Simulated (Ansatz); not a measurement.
The compound is KCoF3 (cubic perovskite) (Pm-3m).

The structure is cubic, space group Pm-3m (No. 221). Conventional cell: a = 3.855 Å, b = 3.855 Å, c = 3.855 Å, α = 90.00°, β = 90.00°, γ = 90.00°. Nearest to K lie 12 F at 2.73 Å. Nearest to Co lie 6 F at 1.93 Å. Nearest to F lie 2 Co at 1.93 Å and 4 K at 2.73 Å. Farther neighbours and most contacts between anions are not listed.

```xyz
5
Lattice="0.0000 -3.8552 0.0000 0.0000 0.0000 3.8552 -3.8552 0.0000 0.0000" Properties=species:S:1:pos:R:3 pbc="T T T"
K     0.0000    0.0000    0.0000
Co   -1.9276   -1.9276    1.9276
F     0.0000   -1.9276    1.9276
F    -1.9276   -1.9276    0.0000
F    -1.9276    0.0000    1.9276
```

The structure was relaxed with LDA. The structure type comes from a generator and need not be one that this composition takes. The structure was generated from a model, not taken from a measurement. The runs that relaxed it are not among those shown. The program's search for lower electronic states was switched off, so nothing shows that the state found is the lowest. PAW set soft_2, made with PBE.

A constrained-RPA run (Ansatz 0.2.0; non-magnetic LDA; Co d, bands v4 to c1, 4×4×4 mesh, medium accuracy) builds 5 functions on bands 2.9 eV wide, with 7.0 electrons in the window. The bare on-site interaction is 22.6 eV and the bare J 0.76 eV.

Estimate U, U′ and J.

On the Co d shell, U = 7.74 eV (34 % of the bare value), U′ = 6.49 eV, J = 0.63 eV.

The parent state is non-magnetic and the interaction static (zero frequency); U depends on the window and the orbitals, so it belongs to this model alone.

[Paths, hosts, dates, memory and timing lines, banners, echoed tables and standing remarks are left out of the program output.]

[Logs are printed without paths, hosts, clocks, repeated set-up lines and the standing remarks that a program may print on its own settings, such as how far it seeks lower states.]

[Runs of the session that timed out or met a known fault of the program may be left out.]

[Hosts, paths, dates, database ids (printed as entryN), source tags and the programs' standing remarks are cut or masked in the printed files.]
